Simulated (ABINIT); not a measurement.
Planning a run of ABINIT 10.8.3 on LiHF2 (R-3m). The input:

```
acell 3*1.0 Angstrom
rprim 
  1.466983587415 0.846963369091 4.366688724100
  -1.466983587415 0.846963369091 4.366688724100
  0.000000000000 -1.693926738182 4.366688724100
ntypat 3
znucl 3 1 9
natom 4
typat 1 2 3 3
xred 
  0.000000000000 0.000000000000 0.000000000000
  0.500000000000 0.500000000000 0.500000000000
  0.413301880000 0.413301880000 0.413301880000
  0.586698120000 0.586698120000 0.586698120000
pp_dirpath "pseudos"
pseudos "Li.upf, H.upf, F.upf"
ecut 36
ngkpt 4 4 4
nshiftk 1
shiftk 0 0 0
kptopt 1
chksymbreak 0
istwfk *1
occopt 1
irdwfk 1
optdriver 4
nband 22
gwcalctyp 27
ecutsigx 36
symsigma 0
nkptgw 13
kptgw 
  0.0000000000 0.0000000000 0.0000000000
  0.2500000000 0.0000000000 0.0000000000
  0.5000000000 0.0000000000 0.0000000000
  0.2500000000 0.2500000000 0.0000000000
  0.5000000000 0.2500000000 0.0000000000
  -0.2500000000 0.2500000000 0.0000000000
  0.5000000000 0.5000000000 0.0000000000
  0.2500000000 0.2500000000 0.2500000000
  0.5000000000 0.2500000000 0.2500000000
  -0.2500000000 0.2500000000 0.2500000000
  0.5000000000 0.5000000000 0.2500000000
  -0.2500000000 0.5000000000 0.2500000000
  0.5000000000 0.5000000000 0.5000000000
bdgw 
  1 15
  1 15
  1 15
  1 15
  1 15
  1 15
  1 15
  1 15
  1 15
  1 15
  1 15
  1 15
  1 15
ecuteps 3.2
irdscr 1
irdqps 1
indata_prefix "in"
outdata_prefix "out"
tmpdata_prefix "tmp"
```

```sh
OMP_NUM_THREADS=1 mpirun -n 4 abinit run.abi > log
```

How long will it take on 4 MPI ranks of Arm Neoverse V2, shared host, and how much memory?

It took 60 s; on shared hardware allow 30 s to 2 min. Peak host memory was 1.8 GiB.

[Paths, hosts, dates, memory and timing lines, banners, echoed tables and standing remarks are left out of the program output.]

[Logs are printed without paths, hosts, clocks, repeated set-up lines and the standing remarks that a program may print on its own settings, such as how far it seeks lower states.]

[Runs of the session that timed out or met a known fault of the program may be left out.]

[Hosts, paths, dates, database ids (printed as entryN), source tags and the programs' standing remarks are cut or masked in the printed files.]

[G0W0 gaps are taken among the corrected bands and points alone; a level outside them can change the order at an edge.]

[Where Ansatz stands beside ABINIT at settings called matched, ABINIT's density can come from a denser mesh and the files from another edition; pairs whose starting gaps differed by over 0.03 eV were left out, so agreement reads better than it is.]
